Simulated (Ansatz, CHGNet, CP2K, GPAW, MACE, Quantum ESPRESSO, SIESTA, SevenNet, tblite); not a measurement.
**H15W3C3S4N3 (P-1) (56 atoms) in CP2K**

How do the settings of CP2K change the result for H15W3C3S4N3 (P-1) (56 atoms)? A plane-wave run serves as the yardstick.

Program: CP2K 2026.2. Level of theory: the method is named at each step. Results are calculated unless marked as measured.

## (1) Starting point

The cell holds 56 atoms: 30 H, 6 W, 6 C, 8 S and 6 N. Cell: a = 9.085 Å, b = 9.160 Å, c = 9.566 Å, α = 103.7°, β = 116.6°, γ = 106.3°. It derives from H15W3C3S4N3 (P-1), repeated 1×1×1. H15W3C3S4N3, space group P-1, structure from the Crystallography Open Database, 1 x 1 x 1 conventional cells; positions as listed; bonds to H set to neutron lengths (C-H 1.089, N-H 1.015, O-H 0.983, B-H 1.19 Å) where the listed ones are shorter. Then every atom was moved at random, 0.03 Å r.m.s. a Cartesian component (hydrogen 0.6 of that).

The yardstick, on the same geometry:

* method: Kohn-Sham DFT, PBE, SSSP efficiency 1.3.0 pseudopotentials, plane waves (Quantum ESPRESSO 7.5); sssp-pbe-1.3.0-efficiency, cutoffs 60/480 Ry, Γ point
* r.m.s. force component: 0.8734 eV/Å
* longest force: 4.54 eV/Å
* pressure: 3.567 GPa
* gap (highest filled to lowest empty level): 0.543 eV
* time: 3.2 min on 2 MPI ranks of Arm Neoverse V1, shared host
* CPU time: 6.5 min

## (2) PBE, DZVP-UZH, 600/50 Ry, diagonalisation

Method: Kohn-Sham DFT, PBE, GTH-PBE pseudopotentials, Gaussian and plane waves, DZVP-MOLOPT (UZH set), diagonalisation.

input.inp

```
&GLOBAL
  PROJECT cell
  RUN_TYPE ENERGY_FORCE
  PRINT_LEVEL LOW
&END GLOBAL
&FORCE_EVAL
  METHOD QS
  STRESS_TENSOR ANALYTICAL
  &DFT
    BASIS_SET_FILE_NAME BASIS_MOLOPT_UZH
    POTENTIAL_FILE_NAME POTENTIAL_UZH
    &MGRID
      CUTOFF 600
      REL_CUTOFF 50
      NGRIDS 5
    &END MGRID
    &QS
      EPS_DEFAULT 1.0E-12
    &END QS
    &SCF
      SCF_GUESS ATOMIC
      EPS_SCF 5.0E-06
      MAX_SCF 200
      ADDED_MOS 24
      &DIAGONALIZATION
        ALGORITHM STANDARD
      &END DIAGONALIZATION
      &SMEAR ON
        METHOD FERMI_DIRAC
        ELECTRONIC_TEMPERATURE [K] 580
      &END SMEAR
      &MIXING
        METHOD BROYDEN_MIXING
        ALPHA 0.15
        NBROYDEN 12
      &END MIXING
      &PRINT
        &RESTART OFF
        &END RESTART
      &END PRINT
    &END SCF
    &XC
      &XC_FUNCTIONAL PBE
      &END XC_FUNCTIONAL
    &END XC
    &PRINT
      &MULLIKEN ON
      &END MULLIKEN
      &HIRSHFELD ON
        SHAPE_FUNCTION DENSITY
      &END HIRSHFELD
      &MO ON
        EIGENVALUES T
        OCCUPATION_NUMBERS T
        MO_INDEX_RANGE 97 120
        &EACH
          QS_SCF 0
        &END EACH
        ADD_LAST NUMERIC
      &END MO
    &END PRINT
  &END DFT
  &SUBSYS
    &CELL
      A 9.08470 0.00000 0.00000
      B -2.56559 8.79358 0.00000
      C -4.28655 -3.61609 7.74969
    &END CELL
    &COORD
      SCALED
      H 0.03860 0.50502 0.36763
      H 0.96740 0.50470 0.63846
      H 0.82023 0.43515 0.31720
      H 0.17254 0.56601 0.68133
      H 0.64486 0.99033 0.97029
      H 0.35290 0.01008 0.03282
      H 0.84148 0.04462 0.98809
      H 0.15735 0.95624 0.01014
      H 0.49218 0.86079 0.52284
      H 0.51138 0.13901 0.47762
      H 0.39821 0.83833 0.32003
      H 0.59712 0.15946 0.67404
      H 0.82269 0.29114 0.07650
      H 0.17798 0.70549 0.92046
      H 0.93786 0.49101 0.08757
      H 0.05836 0.50756 0.91410
      H 0.71387 0.42608 0.03440
      H 0.28319 0.56967 0.95830
      H 0.61834 0.78930 0.73106
      H 0.38071 0.20554 0.26619
      H 0.57723 0.69844 0.86445
      H 0.42658 0.30634 0.13775
      H 0.78898 0.75792 0.88726
      H 0.20205 0.23947 0.10757
      H 0.24246 0.59113 0.33047
      H 0.75272 0.40733 0.66944
      H 0.45610 0.57725 0.43952
      H 0.54275 0.41586 0.55676
      H 0.36443 0.56263 0.22799
      H 0.64078 0.44524 0.77622
      W 0.98036 0.78602 0.41932
      W 0.03605 0.22568 0.59756
      W 0.89691 0.99992 0.28405
      W 0.11372 0.01628 0.72602
      W 0.76707 0.91618 0.46543
      W 0.22786 0.08273 0.52852
      C 0.84273 0.41992 0.11009
      C 0.15914 0.57365 0.89179
      C 0.67978 0.78793 0.86146
      C 0.31384 0.20568 0.13515
      C 0.37485 0.62179 0.34671
      C 0.62136 0.38060 0.65141
      S 0.71322 0.12571 0.34087
      S 0.29207 0.87401 0.66200
      S 0.66304 0.71092 0.17853
      S 0.33694 0.28460 0.80846
      S 0.08351 0.86220 0.24138
      S 0.90905 0.12663 0.74836
      S 0.86307 0.72749 0.59691
      S 0.14069 0.27323 0.40079
      N 0.91711 0.50673 0.29421
      N 0.09029 0.49309 0.70711
      N 0.75094 0.96071 0.99690
      N 0.24625 0.04132 0.99887
      N 0.47433 0.80808 0.41389
      N 0.51950 0.19532 0.59196
    &END COORD
    &KIND H
      BASIS_SET DZVP-MOLOPT-PBE-GTH-q1
      POTENTIAL GTH-PBE-q1
    &END KIND
    &KIND W
      BASIS_SET DZVP-MOLOPT-PBE-GTH-q14
      POTENTIAL GTH-PBE-q14
    &END KIND
    &KIND C
      BASIS_SET DZVP-MOLOPT-PBE-GTH-q4
      POTENTIAL GTH-PBE-q4
    &END KIND
    &KIND S
      BASIS_SET DZVP-MOLOPT-PBE-GTH-q6
      POTENTIAL GTH-PBE-q6
    &END KIND
    &KIND N
      BASIS_SET DZVP-MOLOPT-PBE-GTH-q5
      POTENTIAL GTH-PBE-q5
    &END KIND
  &END SUBSYS
  &PRINT
    &FORCES ON
    &END FORCES
    &STRESS_TENSOR ON
    &END STRESS_TENSOR
  &END PRINT
&END FORCE_EVAL
```

Started as:

```console
> OMP_NUM_THREADS=1 mpirun -np 4 cp2k.psmp -i input.inp > output.txt
```

Numbers of over 12 decimals in the logs are rounded to 6 here.

The log of the run:

```text
CP2K| version string:                                       CP2K version 2026.2
 CP2K| Input file name                                                 input.inp
 GLOBAL| Basis set file name                                    BASIS_MOLOPT_UZH
 GLOBAL| Potential file name                                       POTENTIAL_UZH
 GLOBAL| Run type                                                   ENERGY_FORCE
 GLOBAL| Total number of message passing processes                             4
 GLOBAL| Number of threads for this process                                    1
 TOTAL NUMBERS AND MAXIMUM NUMBERS
  Total number of            - Atomic kinds:                                   5
                             - Atoms:                                         56
                             - Shell sets:                                    56
                             - Shells:                                       238
                             - Primitive Cartesian functions:                278
                             - Cartesian basis functions:                    616
                             - Spherical basis functions:                    566
  Maximum angular momentum of- Orbital basis functions:                        3
                             - Local part of the GTH pseudopotential:          2
                             - Non-local part of the GTH pseudopotential:      4
 SCF PARAMETERS         Density guess:                                    ATOMIC
                        max_scf:                                             200
                        eps_scf:                                        5.00E-06
                        added MOs                                        24    0
                        Mixing method:                            BROYDEN_MIXING
                                                charge density mixing in g-space
                        Smear method:                                FERMI_DIRAC
                        Electronic temperature [K]:                        580.0
                        Electronic temperature [a.u.]:                  1.84E-03
                        Accuracy threshold:                             1.00E-10
 Extrapolation method: initial_guess
 Number of electrons:                                                        216
 Number of occupied orbitals:                                                108
 Number of molecular orbitals:                                               132
 Number of orbital functions:                                                566
 Number of independent orbital functions:                                    566
 SCF WAVEFUNCTION OPTIMIZATION
  Step     Update method      Time    Convergence         Total energy    Change
     1 NoMix/Diag. 0.15E+00    2.5     2.24406184      -604.1305604524 -6.04E+02
     2 Broy./Diag. 0.15E+00    4.3     0.07078639      -585.7056191479  1.84E+01
     3 Broy./Diag. 0.15E+00    4.3     0.17697891      -594.4661647801 -8.76E+00
     4 Broy./Diag. 0.15E+00    4.3     0.02821488      -601.7120932916 -7.25E+00
[...]
17 Broy./Diag. 0.15E+00    4.4     0.00000690      -602.5379265170  1.60E-04
    18 Broy./Diag. 0.15E+00    4.4     0.00000143      -602.5378451500  8.14E-05
  *** SCF run converged in    18 steps ***
  Electronic density on regular grids:       -216.0000000000        0.0000000000
  Core density on regular grids:              215.9999999998       -0.0000000002
  Total charge density on r-space grids:       -0.0000000002
  Total charge density g-space grids:          -0.0000000002
  Overlap energy of the core charge distribution:               9.53707e-06
  Self energy of the core charge distribution:              -1078.614889
  Core Hamiltonian energy:                                    262.212349
  Hartree energy:                                             315.170742
  Exchange-correlation energy:                               -101.305801
  Electronic entropic energy:                                  -0.000255665
  Fermi energy:                                                 0.142847
  Total energy:                                              -602.537845
  Total energy (extrapolated to T->0):                       -602.537717
 MO| EIGENVALUES AND OCCUPATION NUMBERS
 MO|
 MO|  Index      Eigenvalue [a.u.]        Eigenvalue [eV]             Occupation
 MO|     97               0.076413               2.079305               2.000000
 MO|     98               0.079753               2.170188               2.000000
 MO|     99               0.082235               2.237729               2.000000
[...]
MO|    119               0.277272               7.544957               0.000000
 MO|    120               0.279074               7.593996               0.000000
 MO| Sum:                                                             216.000000
 MO| E(Fermi):            0.142847 a.u.          3.887077 eV
 !-----------------------------------------------------------------------------!
                     Mulliken Population Analysis
 #  Atom  Element  Kind  Atomic population                           Net charge
       1     H        1          0.774924                              0.225076
       2     H        1          0.767128                              0.232872
       3     H        1          0.734369                              0.265631
[...]
55     N        5          5.355641                             -0.355641
      56     N        5          5.394158                             -0.394158
 # Total charge                            216.000000                 -0.000000
 !-----------------------------------------------------------------------------!
 !-----------------------------------------------------------------------------!
                           Hirshfeld Charges
  #Atom  Element  Kind  Ref Charge     Population                    Net charge
      1       H      1       1.000          0.914                         0.086
      2       H      1       1.000          0.911                         0.089
      3       H      1       1.000          0.896                         0.104
[...]
55       N      5       5.000          5.144                        -0.144
     56       N      5       5.000          5.134                        -0.134
  Total Charge                                                           -0.000
 !-----------------------------------------------------------------------------!
 ENERGY| Total FORCE_EVAL ( QS ) energy [hartree]           -602.537876
 FORCES| Atomic forces [hartree/bohr]
 FORCES|   Atom     x               y               z               |f|
 FORCES|      1  6.80443810E-03 -1.23257111E-02  2.62239418E-03   1.43213297E-02
 FORCES|      2  1.65852954E-02 -6.15139254E-03  9.08397640E-03   1.98854288E-02
 FORCES|      3  2.87273405E-02  2.05859045E-02 -5.15932781E-04   3.53455195E-02
[...]
FORCES|     55  6.40308017E-02 -2.35510515E-02 -6.35377891E-02   9.32289989E-02
 FORCES|     56 -7.19573064E-03  2.67171258E-02 -4.42119239E-02   5.21562802E-02
 FORCES| Sum     5.38270205E-05 -8.51031473E-06  1.30236819E-05
 FORCES| Total atomic force                                       5.60302587E-05
 STRESS| Analytical stress tensor [bar]
 STRESS|                        x                   y                   z
 STRESS|      x        4.53256162372E+04   1.93134608107E+03   2.15670431366E+03
 STRESS|      y        1.93134608107E+03   2.33509958936E+04  -1.49645989555E+03
 STRESS|      z        2.15670431366E+03  -1.49645989555E+03   3.85384810774E+04
 STRESS| 1/3 Trace                                             3.57383644027E+04
```

The job ended after 90 s (4 MPI ranks of Arm Neoverse V1, shared host; peak memory 3.2 GiB).

Banners, paths, timers and routine set-up lines are dropped from the logs unmarked, and long logs keep their key lines alone; longer cuts are marked.

Compared with the plane-wave run:

| Quantity | Value |
| --- | --- |
| r.m.s. force component | 0.8954 eV/Å |
| r.m.s. difference of force components | 81.25 meV/Å |
| longest difference of force vectors | 316.4 meV/Å |
| force difference over r.m.s. force | 9.303 % |
| slope of forces against the reference's | 1.021 |
| correlation of force components | 0.9961 |
| gap (highest filled to lowest empty level) | 0.5454 eV |
| gap difference | 0.0024 eV |
| pressure | 3.574 GPa |
| pressure difference | 0.0065 GPa |

Length of the force difference by element (eV/Å):

| element | atoms | mean | most |
| --- | --- | --- | --- |
| C | 6 | 0.13 | 0.15 |
| H | 30 | 0.076 | 0.27 |
| N | 6 | 0.26 | 0.32 |
| S | 8 | 0.060 | 0.070 |
| W | 6 | 0.20 | 0.22 |

Levels nearest the highest filled one (eV from it): -1.53, -1.44, -1.37, -0.58, -0.47, -0.40, -0.33, -0.30, -0.29, -0.16, -0.08, 0.00, 0.55, 0.64, 3.32, 3.37, 3.53, 3.57, 3.60, 3.68, 3.79, 3.82, 3.93, 3.98.

Local excerpt of 12 atoms (numbers count through the whole input) about W34, one of the 6 W atoms; x, y, z are measured from there.

| atom | x | y | z | distance (Å) | bonds | Hirshfeld charge (e) | Fx | Fy | Fz (eV/Å) |
| --- | --- | --- | --- | --- | --- | --- | --- | --- | --- |
| W34 | 0.00 | 0.00 | 0.00 | 0.00 | 5 | 0.12 | 0.16 | -0.90 | -0.21 |
| N54 | -0.03 | -0.77 | 2.11 | 2.25 | 4 | -0.13 | -0.01 | 0.10 | 0.22 |
| S46 | 0.99 | 2.06 | 0.64 | 2.37 | 3 | -0.11 | 0.98 | 0.74 | 1.31 |
| S48 | -2.24 | 0.89 | 0.17 | 2.41 | 3 | -0.13 | -1.37 | -0.04 | 0.91 |
| S49 | -0.98 | -2.07 | -1.00 | 2.50 | 3 | -0.15 | -0.15 | -0.03 | 0.03 |
| S44 | 2.26 | -1.02 | -0.50 | 2.53 | 3 | -0.17 | -0.23 | 0.52 | -0.01 |
| W32 | -0.69 | 2.31 | -1.00 | 2.61 | 5 | 0.12 | 0.23 | 0.17 | -1.52 |
| W36 | 1.71 | 1.30 | -1.53 | 2.64 | 5 | 0.11 | 0.71 | 0.28 | 1.23 |
| W31 | 0.69 | -0.92 | -2.38 | 2.64 | 5 | 0.12 | -1.00 | -0.92 | -1.22 |
| W35 | -1.78 | 0.06 | -2.02 | 2.69 | 5 | 0.13 | 0.34 | -0.23 | -0.57 |
| H8 | -0.67 | -1.56 | 2.20 | 2.78 | 1 | 0.10 | -0.40 | -0.46 | -0.07 |
| H6 | 0.87 | -1.16 | 2.38 | 2.79 | 1 | 0.10 | 0.39 | 0.00 | 0.06 |

Forces lie 9.3 % from the reference's, at 0.93 times its CPU time (on 4 against 2 cores).

## (3) GFN1-xTB, diagonalisation

Method: GFN1-xTB tight binding (the program's own implementation), diagonalisation.

input.inp

```
&GLOBAL
  PROJECT cell
  RUN_TYPE ENERGY_FORCE
  PRINT_LEVEL LOW
&END GLOBAL
&FORCE_EVAL
  METHOD QS
  STRESS_TENSOR ANALYTICAL
  &DFT
    &QS
      METHOD XTB
      &XTB
        GFN_TYPE 1
        DO_EWALD T
        CHECK_ATOMIC_CHARGES F
      &END XTB
    &END QS
    &SCF
      SCF_GUESS ATOMIC
      EPS_SCF 1.0E-06
      MAX_SCF 200
      ADDED_MOS 42
      &DIAGONALIZATION
        ALGORITHM STANDARD
      &END DIAGONALIZATION
      &SMEAR ON
        METHOD FERMI_DIRAC
        ELECTRONIC_TEMPERATURE [K] 580
      &END SMEAR
      &MIXING
        METHOD BROYDEN_MIXING
        ALPHA 0.15
        NBROYDEN 8
      &END MIXING
      &PRINT
        &RESTART OFF
        &END RESTART
      &END PRINT
    &END SCF
    &PRINT
      &MULLIKEN ON
      &END MULLIKEN
    &END PRINT
  &END DFT
  &SUBSYS
    &CELL
      A 9.08470 0.00000 0.00000
      B -2.56559 8.79358 0.00000
      C -4.28655 -3.61609 7.74969
    &END CELL
    &TOPOLOGY
      COORD_FILE_NAME structure.xyz
      COORD_FILE_FORMAT XYZ
    &END TOPOLOGY
  &END SUBSYS
  &PRINT
    &FORCES ON
    &END FORCES
    &STRESS_TENSOR ON
    &END STRESS_TENSOR
  &END PRINT
&END FORCE_EVAL
```

structure.xyz

```xyz
56

H -2.52087 3.11155 2.84902
H 4.75689 2.12939 4.94787
H 4.97543 2.67950 2.45820
H -2.80523 2.51350 5.28010
H -0.84162 5.19989 7.51945
H 3.03944 -0.03004 0.25434
H 3.29462 -3.18065 7.65739
H -1.06731 8.37211 0.07858
H 0.02169 5.67879 4.05185
H 2.24175 -0.50472 3.70141
H 0.09498 6.21466 2.48013
H 2.12624 -1.03517 5.22360
H 6.39902 2.28353 0.59285
H -4.13870 2.87532 7.13328
H 6.88507 4.00107 0.67864
H -4.69034 1.15780 7.08399
H 5.24469 3.62238 0.26659
H -2.99664 1.54414 7.42653
H 0.45869 4.29719 5.66549
H 1.79027 0.84487 2.06289
[... 32 atom lines left out ...]
N 0.08401 4.84320 7.72567
N -2.15061 -3.24865 7.74093
N 0.46178 5.60925 3.20752
N 1.68092 -0.42302 4.58751
```

Started as:

```console
> OMP_NUM_THREADS=1 cp2k.psmp -i input.inp > output.txt
```

The log of the run:

```text
CP2K| version string:                                       CP2K version 2026.2
 CP2K| Input file name                                                 input.inp
 GLOBAL| Basis set file name                                           BASIS_SET
 GLOBAL| Potential file name                                           POTENTIAL
 GLOBAL| Run type                                                   ENERGY_FORCE
 GLOBAL| Total number of message passing processes                             1
 GLOBAL| Number of threads for this process                                    1
[... lines left out ...]
                        Smear method:                                FERMI_DIRAC
[... lines left out ...]
 Number of electrons:                                                        168
[... lines left out ...]
  Step     Update method      Time    Convergence         Total energy    Change
[... lines left out ...]
  *** SCF run converged in    77 steps ***
[... lines left out ...]
  Fermi energy:                                                -0.297461
  Total energy:                                               -92.028916
  Total energy (extrapolated to T->0):                        -92.028829
[... lines left out ...]
      55     N          5                 5.405330                     -0.405330
      56     N          5                 5.385073                     -0.385073
 # Total charge                         168.000000                      0.000000
 ENERGY| Total FORCE_EVAL ( QS ) energy [hartree]            -92.028916
 FORCES| Atomic forces [hartree/bohr]
 FORCES|   Atom     x               y               z               |f|
 FORCES|      1  3.43034266E-03 -1.01245527E-02 -3.36118203E-03   1.12058629E-02
 FORCES|      2  1.73189908E-02 -6.82117533E-03  1.34591420E-02   2.29700757E-02
 FORCES|      3  3.13815328E-02  2.12253129E-02 -4.70189295E-03   3.81762008E-02
[...]
FORCES|     55  4.66143772E-02 -2.13738425E-02 -5.87150031E-02   7.79563525E-02
 FORCES|     56  4.88626848E-03  2.58309667E-02 -3.95222388E-02   4.74670604E-02
 FORCES| Sum     2.55698240E-15 -6.03336825E-15  2.15105711E-15
 FORCES| Total atomic force                                       6.89686437E-15
 STRESS| Analytical stress tensor [bar]
 STRESS|                        x                   y                   z
 STRESS|      x        6.05316753419E+04   7.33539315749E+03   5.14395894994E+03
 STRESS|      y        7.33539315749E+03   4.11401079145E+04  -7.44184356783E+02
 STRESS|      z        5.14395894994E+03  -7.44184356783E+02   5.82990875854E+04
 STRESS| 1/3 Trace                                             5.33236236139E+04
```

Run time: 4.2 s. Hardware: 1 thread; peak memory 0.2 GiB.

Compared with the plane-wave run:

* r.m.s. force component: 1.304 eV/Å
* r.m.s. difference of force components: 853.8 meV/Å
* longest difference of force vectors: 5682 meV/Å
* force difference over r.m.s. force: 97.75 %
* slope of forces against the reference's: 1.137
* correlation of force components: 0.7614
* pressure: 5.332 GPa
* pressure difference: 1.765 GPa

Against the first run (9.3 %), the force difference from the reference is 98 %, at 0.012 times the CPU time (on 1 against 4 cores) (77 SCF steps against 18); the model has changed, so this is no error of the program alone.

The difference per atom is largest on W (4.4 eV/Å on average, against 0.39 on N).

(Continued in part 2 of 4.)

[Also dropped from logs without a mark: logging warnings of Python, and SIESTA's first energy breakdown and zero terms.]

[Logs are printed without paths, hosts, clocks, repeated set-up lines and the standing remarks that a program may print on its own settings, such as how far it seeks lower states.]

[Hosts, paths, dates, database ids (printed as entryN), source tags and the programs' standing remarks are cut or masked in the printed files.]
